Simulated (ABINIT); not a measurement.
# MgO (Fm-3m): G0W0 in ABINIT against the screening cutoff in the self-energy

How does the gap of MgO (Fm-3m) converge in the screening cutoff in the self-energy?

Program: ABINIT 10.8.3. Level of theory: PBE and many-body steps on it, plane waves. Results are calculated unless marked as measured.

## 1. The structure

Symmetry: Fm-3m, No. 225, cubic system. The conventional cell has a = 4.194 Å, b = 4.194 Å, c = 4.194 Å, α = 90.00°, β = 90.00°, γ = 90.00°. Nearest to Mg lie 6 O at 2.10 Å. O has 6 Mg at 2.10 Å nearest. Farther neighbours and most contacts between anions are not listed.

Coordinates:

```cif
data_structure
_symmetry_space_group_name_H-M 'Fm-3m'
_symmetry_Int_Tables_number 225
_cell_length_a 4.1940
_cell_length_b 4.1940
_cell_length_c 4.1940
_cell_angle_alpha 90.000
_cell_angle_beta 90.000
_cell_angle_gamma 90.000
_cell_volume 73.77
loop_
_atom_site_label
_atom_site_type_symbol
_atom_site_symmetry_multiplicity
_atom_site_Wyckoff_symbol
_atom_site_fract_x
_atom_site_fract_y
_atom_site_fract_z
_atom_site_occupancy
Mg1 Mg 4 a 0.00000 0.00000 0.00000 1
O1 O 4 b 0.50000 0.00000 0.00000 1
```

The cell and positions are those that the Materials Project relaxed with its own functionals (PBE, PBE+U or r2SCAN), kept fixed.

## 2. Screening, 4×4×4 mesh, 63 bands, screening to 217.7 eV

This step: ABINIT 10.8.3; RPA screening on PBE, plane waves, norm-conserving pseudopotentials.

The RPA dielectric matrix is built and inverted for each q.

run.abi reads:

```
acell 3*1.0 Angstrom
rprim 
  -0.000000000000 2.097001392700 2.097001392700
  2.097001392700 -0.000000000000 2.097001392700
  2.097001392700 2.097001392700 -0.000000000000
ntypat 2
znucl 12 8
natom 2
typat 1 2
xred 
  0.000000000000 0.000000000000 0.000000000000
  0.500000000000 0.500000000000 0.500000000000
pp_dirpath "pseudos"
pseudos "Mg.upf, O.upf"
ecut 38
ngkpt 4 4 4
nshiftk 1
shiftk 0 0 0
kptopt 1
chksymbreak 0
istwfk *1
occopt 1
irdwfk 1
optdriver 3
nband 63
ecuteps 8
inclvkb 2
awtr 1
symchi 1
indata_prefix "in"
outdata_prefix "out"
tmpdata_prefix "tmp"
```

The run is started by

```
OMP_NUM_THREADS=1 mpirun -n 4 abinit run.abi > log
```

The log of the run:

```text
.Version 10.8.3 of ABINIT. v10.8.2 released Aug 2026.

 Symmetries : space group Fm -3 m (#225); Bravais cF (face-center cubic)
[... echo of the input left out ...]
== DATASET  1 ==================================================================
-   mpi_nproc: 4, omp_nthreads: 1 (-1 if OMP is not activated)

--- !DatasetInfo
iteration_state: {dtset: 1, }
dimensions: {natom: 2, nkpt: 8, mband: 63, nsppol: 1, nspinor: 1, nspden: 1, mpw: 1411, }
cutoff_energies: {ecut:  38.0, pawecutdg:  -1.0, }
electrons: {nelect:   1.60000000E+01, charge:   0.00000000E+00, occopt:   1.00000000E+00, tsmear:   1.00000000E-02, }

 SCREENING: Calculation of the susceptibility and dielectric matrices

 Based on a program developped by R.W. Godby, V. Olevano, G. Onida, and L. Reining.
 Incorporated in ABINIT by V. Olevano, G.-M. Rignanese, and M. Torrent.
.Using double precision arithmetic ; gwpc =  8

[... cell and pseudopotentials left out ...]
--------------------------------------------------------------------------------

 ==== K-mesh for the wavefunctions ====
 Number of points in the irreducible wedge :     8
[... list of points left out ...]
 Together with 48 symmetry operations and time-reversal symmetry
 yields    64 points in the full Brillouin Zone.

 ==== Q-mesh for the screening function ====
 Number of points in the irreducible wedge :     8
[... list of points left out ...]
 Together with 48 symmetry operations and time-reversal symmetry
 yields    64 points in the full Brillouin Zone.

 setmesh: FFT mesh size selected  =    24x   24x   24
          total number of points  =        13824

 vcoul_init : cutoff-mode = AUXILIARY_FUNCTION
 q-points for optical limit:   1
     1)      0.000010    0.000020    0.000030

- screening: taking advantage of time-reversal symmetry
- Maximum band index for partially occupied states nbvw = 8
- Remaining bands to be divided among processors   nbcw = 55
- Number of bands treated by each node ~13

 Number of electrons calculated from density =   16.0000; Expected =   16.0000
 average of density, n =  0.128557
 r_s =    1.2291
 omega_plasma =   34.5863 [eV]

 calculating chi0 at frequencies [eV] :
  1    0.000000E+00    0.000000E+00
  2    0.000000E+00    3.458631E+01

--------------------------------------------------------------------------------
  q-point number  1        q = ( 0.000000, 0.000000, 0.000000) [r.l.u.]
--------------------------------------------------------------------------------
[... chi0 elements left out ...]
 For q-point:  0.000010 0.000020 0.000030
  dielectric constant =   3.1609
  dielectric constant without local fields =   3.3860

  Average fulfillment of the sum rule on Im[epsilon] for q-point    1 :     58.72  [%]
[... wings left out ...]
  q-point number  2        q = ( 0.250000, 0.000000, 0.000000) [r.l.u.]
--------------------------------------------------------------------------------
[... chi0 elements left out ...]
  Average fulfillment of the sum rule on Im[epsilon] for q-point    2 :     72.89  [%]

 [... 6 further q-points ...]
```

Run time: 13 s. Hardware: 4 MPI ranks of Arm Neoverse N1, shared host; peak memory 0.44 GiB; 52 s of CPU time.

This step gave:

```yaml
eps_infinity_with_local_fields_on_this_mesh_along_the_program_s_q_direction: 3.161
the_same_without_local_fields: 3.386
plasma_frequency: 34.59 eV
plane_waves_in_the_screening_matrix: 137
```

Local fields lower ε∞ by 7 %. On a Γ-centred mesh this coarse the value itself is usually too large, while a short band sum pulls it down.

## 3. 1.6 Ha

This step: G0W0 on PBE, plane waves, norm-conserving pseudopotentials.

run.abi: that of step 2 with these lines changed.

```diff
@@ -23,8 +23,15 @@
 irdwfk 1
-optdriver 3
+optdriver 4
 nband 63
-ecuteps 8
-inclvkb 2
-awtr 1
-symchi 1
+gwcalctyp 0
+ecutsigx 38
+symsigma 1
+nkptgw 1
+kptgw 
+  0.0000000000 0.0000000000 0.0000000000
+bdgw 
+  6 12
+ecuteps 1.6
+irdscr 1
+ppmodel 1
 indata_prefix "in"
```

The log of the run:

```text
.Version 10.8.3 of ABINIT. v10.8.2 released Aug 2026.

 Symmetries : space group Fm -3 m (#225); Bravais cF (face-center cubic)
[... echo of the input left out ...]
== DATASET  1 ==================================================================
-   mpi_nproc: 4, omp_nthreads: 1 (-1 if OMP is not activated)

--- !DatasetInfo
iteration_state: {dtset: 1, }
dimensions: {natom: 2, nkpt: 8, mband: 63, nsppol: 1, nspinor: 1, nspden: 1, mpw: 1411, }
cutoff_energies: {ecut:  38.0, pawecutdg:  -1.0, }
electrons: {nelect:   1.60000000E+01, charge:   0.00000000E+00, occopt:   1.00000000E+00, tsmear:   1.00000000E-02, }

 SIGMA: Calculation of the GW corrections

 Based on a program developped by R.W. Godby, V. Olevano, G. Onida, and L. Reining.
 Incorporated in ABINIT by V. Olevano, G.-M. Rignanese, and M. Torrent.
.Using double precision arithmetic ; gwpc =  8

[... cell and pseudopotentials left out ...]
--------------------------------------------------------------------------------

 ==== K-mesh for the wavefunctions ====
 Number of points in the irreducible wedge :     8
[... list of points left out ...]
 Together with 48 symmetry operations and time-reversal symmetry
 yields    64 points in the full Brillouin Zone.

 ==== Q-mesh for screening function ====
 Number of points in the irreducible wedge :     8
[... list of points left out ...]
 Together with 48 symmetry operations and time-reversal symmetry
 yields    64 points in the full Brillouin Zone.

 vcoul_init : cutoff-mode = AUXILIARY_FUNCTION
 q-points for optical limit:   1
     1)      0.000010    0.000020    0.000030
 setmesh: FFT mesh size selected  =    32x   32x   32
          total number of points  =        32768

 Number of electrons calculated from density =   16.0000; Expected =   16.0000
 average of density, n =  0.128557
 r_s =    1.2291
 omega_plasma =   34.5863 [eV]

 === KS Band Gaps ===
  >>>> For spin  1
   Minimum direct gap =   4.8948 [eV], located at k-point      :   0.0000  0.0000  0.0000
   Fundamental gap    =   4.8948 [eV], Top of valence bands at :   0.0000  0.0000  0.0000
                                       Bottom of conduction at :   0.0000  0.0000  0.0000
 SIGMA fundamental parameters:
 PLASMON POLE MODEL  1
 number of plane-waves for SigmaX                 1411
 number of plane-waves for SigmaC and W             15
 number of plane-waves for wavefunctions          1411
 number of bands                                    63
 number of independent spin polarizations            1
 number of spinorial components                      1
 number of k-points in IBZ                           8
 number of q-points in IBZ                           8
 number of symmetry operations                      48
 number of k-points in BZ                           64
 number of q-points in BZ                           64
 number of frequencies for dSigma/dE                 9
 frequency step for dSigma/dE [eV]                0.25
 number of omega for Sigma on real axis              0
 max omega for Sigma on real axis  [eV]           0.00
 zcut for avoiding poles [eV]                     0.10

 EPSILON^-1 parameters (SCR file):
 dimension of the eps^-1 matrix on file            137
 dimension of the eps^-1 matrix used                15
 number of plane-waves for wavefunctions          1411
 number of bands                                    63
 number of q-points in IBZ                           8
 number of frequencies                               2
 number of real frequencies                          1
 number of imag frequencies                          1

 matrix elements of self-energy operator (all in [eV])

 Perturbative Calculation

--- !SelfEnergy_ee
iteration_state: {dtset: 1, }
kpoint     : [   0.000,    0.000,    0.000, ]
spin       : 1
KS_gap     :    4.895
QP_gap     :    7.051
Delta_QP_KS:    2.157
data: !SigmaeeData |
     Band     E0 <VxcDFT>   SigX SigC(E0)      Z dSigC/dE  Sig(E)    E-E0       E
        6   4.841 -20.158 -25.612   3.881   0.838  -0.193 -21.477  -1.319   3.522
        7   4.841 -20.158 -25.612   3.881   0.838  -0.193 -21.477  -1.319   3.522
        8   4.841 -20.158 -25.612   3.881   0.838  -0.193 -21.477  -1.319   3.522
        9   9.736 -13.556  -8.781  -3.810   0.868  -0.152 -12.719   0.838  10.573
       10  20.877  -9.636  -3.703  -4.476   0.867  -0.153  -8.372   1.264  22.141
       11  20.877  -9.636  -3.703  -4.476   0.867  -0.153  -8.372   1.264  22.141
       12  20.877  -9.636  -3.703  -4.476   0.867  -0.153  -8.372   1.264  22.141

== END DATASET(S) ==============================================================
================================================================================

 -outvars: echo values of variables after computation  --------
           etotal      0.0000000000E+00
            nband          63
             nkpt           8
          spgroup         225
 [... the other variables as echoed above ...]

 Calculation completed.
```

Run time: 2.8 s. Hardware: 4 MPI ranks; peak memory 0.1 GiB.

This step gave:

```yaml
g0w0_gap_on_the_points_computed: 7.051 eV
starting_gap_on_the_mesh: 4.895 eV
k_of_the_valence_top: 0, 0, 0
k_of_the_conduction_bottom: 0, 0, 0
z_at_the_valence_top: 0.838
z_at_the_conduction_bottom: 0.868
least_direct_g0w0_gap_on_the_computed_points: 7.051 eV
```

## 4. 2.8 Ha

The self-energy is evaluated for the states that the input lists, and the levels follow from it, in one-shot runs by the linearised quasiparticle equation.

run.abi: that of step 3 with these lines changed.

```diff
@@ -33,3 +33,3 @@
   6 12
-ecuteps 1.6
+ecuteps 2.8
 irdscr 1
```

The log of the run:

```text
.Version 10.8.3 of ABINIT. v10.8.2 released Aug 2026.

 Symmetries : space group Fm -3 m (#225); Bravais cF (face-center cubic)
[... echo of the input left out ...]
== DATASET  1 ==================================================================
-   mpi_nproc: 4, omp_nthreads: 1 (-1 if OMP is not activated)

--- !DatasetInfo
iteration_state: {dtset: 1, }
dimensions: {natom: 2, nkpt: 8, mband: 63, nsppol: 1, nspinor: 1, nspden: 1, mpw: 1411, }
cutoff_energies: {ecut:  38.0, pawecutdg:  -1.0, }
electrons: {nelect:   1.60000000E+01, charge:   0.00000000E+00, occopt:   1.00000000E+00, tsmear:   1.00000000E-02, }

 SIGMA: Calculation of the GW corrections

 Based on a program developped by R.W. Godby, V. Olevano, G. Onida, and L. Reining.
 Incorporated in ABINIT by V. Olevano, G.-M. Rignanese, and M. Torrent.
.Using double precision arithmetic ; gwpc =  8

[... cell and pseudopotentials left out ...]
--------------------------------------------------------------------------------

 ==== K-mesh for the wavefunctions ====
 Number of points in the irreducible wedge :     8
[... list of points left out ...]
 Together with 48 symmetry operations and time-reversal symmetry
 yields    64 points in the full Brillouin Zone.

 ==== Q-mesh for screening function ====
 Number of points in the irreducible wedge :     8
[... list of points left out ...]
 Together with 48 symmetry operations and time-reversal symmetry
 yields    64 points in the full Brillouin Zone.

 vcoul_init : cutoff-mode = AUXILIARY_FUNCTION
 q-points for optical limit:   1
     1)      0.000010    0.000020    0.000030
 setmesh: FFT mesh size selected  =    32x   32x   32
          total number of points  =        32768

 Number of electrons calculated from density =   16.0000; Expected =   16.0000
[...]
number of q-points in BZ                           64
 number of frequencies for dSigma/dE                 9
 frequency step for dSigma/dE [eV]                0.25
 number of omega for Sigma on real axis              0
 max omega for Sigma on real axis  [eV]           0.00
 zcut for avoiding poles [eV]                     0.10

 EPSILON^-1 parameters (SCR file):
 dimension of the eps^-1 matrix on file            137
 dimension of the eps^-1 matrix used                27
 number of plane-waves for wavefunctions          1411
 number of bands                                    63
 number of q-points in IBZ                           8
 number of frequencies                               2
 number of real frequencies                          1
 number of imag frequencies                          1

 matrix elements of self-energy operator (all in [eV])

 Perturbative Calculation

--- !SelfEnergy_ee
iteration_state: {dtset: 1, }
kpoint     : [   0.000,    0.000,    0.000, ]
spin       : 1
KS_gap     :    4.895
QP_gap     :    6.967
Delta_QP_KS:    2.072
data: !SigmaeeData |
     Band     E0 <VxcDFT>   SigX SigC(E0)      Z dSigC/dE  Sig(E)    E-E0       E
        6   4.841 -20.158 -25.612   3.998   0.827  -0.209 -21.362  -1.205   3.636
        7   4.841 -20.158 -25.612   3.998   0.827  -0.209 -21.362  -1.205   3.636
        8   4.841 -20.158 -25.612   3.998   0.827  -0.209 -21.362  -1.205   3.636
        9   9.736 -13.556  -8.781  -3.772   0.864  -0.158 -12.689   0.867  10.603
       10  20.877  -9.636  -3.703  -4.545   0.866  -0.155  -8.433   1.203  22.080
       11  20.877  -9.636  -3.703  -4.545   0.866  -0.155  -8.433   1.203  22.080
       12  20.877  -9.636  -3.703  -4.545   0.866  -0.155  -8.433   1.203  22.080

== END DATASET(S) ==============================================================
================================================================================

 -outvars: echo values of variables after computation  --------
           etotal      0.0000000000E+00
            nband          63
             nkpt           8
          spgroup         225
 [... the other variables as echoed above ...]

 Calculation completed.
```

It took 2.8 s on 4 MPI ranks; peak memory 0.1 GiB; 11 s of CPU time.

This step gave:

| Quantity | Value |
| --- | --- |
| G0W0 gap on the points computed | 6.967 eV |
| starting gap on the mesh | 4.895 eV |
| k of the valence top | 0, 0, 0 |
| k of the conduction bottom | 0, 0, 0 |
| Z at the valence top | 0.827 |
| Z at the conduction bottom | 0.864 |
| least direct G0W0 gap on the computed points | 6.967 eV |

The gap on the mesh goes from 4.89 eV to 6.97 eV, a correction of +2.07 eV.

(Continued in part 2 of 2.)

[Paths, hosts, dates, memory and timing lines, banners, echoed tables and standing remarks are left out of the program output.]

[Logs are printed without paths, hosts, clocks, repeated set-up lines and the standing remarks that a program may print on its own settings, such as how far it seeks lower states.]

[Runs of the session that timed out or met a known fault of the program may be left out.]

[No measured gap is set beside runs whose start may be inverted or whose files or cutoffs have a known fault.]

[Hosts, paths, dates, database ids (printed as entryN), source tags and the programs' standing remarks are cut or masked in the printed files.]

[G0W0 gaps are taken among the corrected bands and points alone; a level outside them can change the order at an edge.]

[Where Ansatz stands beside ABINIT at settings called matched, ABINIT's density can come from a denser mesh and the files from another edition; pairs whose starting gaps differed by over 0.03 eV were left out, so agreement reads better than it is.]
